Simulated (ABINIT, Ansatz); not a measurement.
An input for ABINIT 10.8.3 (CdBr2 (P6_3mc)):

```
acell 3*1.0 Angstrom
rprim 
  3.985000000011 -0.000000000003 0.000000000000
  -1.992500000003 3.451111234092 0.000000000000
  0.000000000000 0.000000000000 12.561000000000
ntypat 2
znucl 48 35
natom 6
typat 1 1 2 2 2 2
xred 
  0.333333333333 0.666666666667 0.375000000000
  0.666666666667 0.333333333333 0.875000000000
  0.333333333333 0.666666666667 0.000000000000
  0.666666666667 0.333333333333 0.500000000000
  0.000000000000 0.000000000000 0.250000000000
  0.000000000000 0.000000000000 0.750000000000
pp_dirpath "pseudos"
pseudos "Cd.upf, Br.upf"
ecut 47
iscf -2
irdden 1
kptopt 0
nkpt 39
kpt 
  0.00000000 0.00000000 0.00000000
  0.12500000 0.00000000 0.00000000
  0.25000000 0.00000000 0.00000000
  0.37500000 0.00000000 0.00000000
  0.50000000 0.00000000 0.00000000
  0.45833333 0.08333333 0.00000000
  0.41666666 0.16666666 0.00000000
  0.37500000 0.25000000 0.00000000
  0.33333333 0.33333333 0.00000000
  0.25000000 0.25000000 0.00000000
  0.16666666 0.16666666 0.00000000
  0.08333333 0.08333333 0.00000000
  0.00000000 0.00000000 0.00000000
  0.00000000 0.00000000 0.12500000
  0.00000000 0.00000000 0.25000000
  0.00000000 0.00000000 0.37500000
  0.00000000 0.00000000 0.50000000
  0.12500000 0.00000000 0.50000000
  0.25000000 0.00000000 0.50000000
  0.37500000 0.00000000 0.50000000
  0.50000000 0.00000000 0.50000000
  0.45833333 0.08333333 0.50000000
  0.41666666 0.16666666 0.50000000
  0.37500000 0.25000000 0.50000000
  0.33333333 0.33333333 0.50000000
  0.25000000 0.25000000 0.50000000
  0.16666666 0.16666666 0.50000000
  0.08333333 0.08333333 0.50000000
  0.00000000 0.00000000 0.50000000
  0.50000000 0.00000000 0.50000000
  0.50000000 0.00000000 0.37500000
  0.50000000 0.00000000 0.25000000
  0.50000000 0.00000000 0.12500000
  0.50000000 0.00000000 0.00000000
  0.33333333 0.33333333 0.50000000
  0.33333333 0.33333333 0.37500000
  0.33333333 0.33333333 0.25000000
  0.33333333 0.33333333 0.12500000
  0.33333333 0.33333333 0.00000000
istwfk *1
nband 41
nbdbuf 2
tolwfr 1e-08
nstep 40
prtwf 0
prtvol 0
indata_prefix "in"
outdata_prefix "out"
tmpdata_prefix "tmp"
```

The database entry behind the starting cell has ideal inner coordinates that were not refined, so it need not match the best structure at ambient conditions.

```sh
OMP_NUM_THREADS=1 mpirun -n 8 abinit run.abi > log
```

Question: How long will it take on 8 MPI ranks of Arm Neoverse V2, shared host, and how much memory?

It took 1.7 min; on shared hardware allow 52 s to 3.5 min. Peak host memory was 1.2 GiB.

[Paths, hosts, dates, memory and timing lines, banners, echoed tables and standing remarks are left out of the program output.]

[Logs are printed without paths, hosts, clocks, repeated set-up lines and the standing remarks that a program may print on its own settings, such as how far it seeks lower states.]

[Runs of the session that timed out or met a known fault of the program may be left out.]

[No measured gap is set beside runs whose start may be inverted or whose files or cutoffs have a known fault.]

[Hosts, paths, dates, database ids (printed as entryN), source tags and the programs' standing remarks are cut or masked in the printed files.]

[G0W0 gaps are taken among the corrected bands and points alone; a level outside them can change the order at an edge.]

[Where Ansatz stands beside ABINIT at settings called matched, ABINIT's density can come from a denser mesh and the files from another edition; pairs whose starting gaps differed by over 0.03 eV were left out, so agreement reads better than it is.]
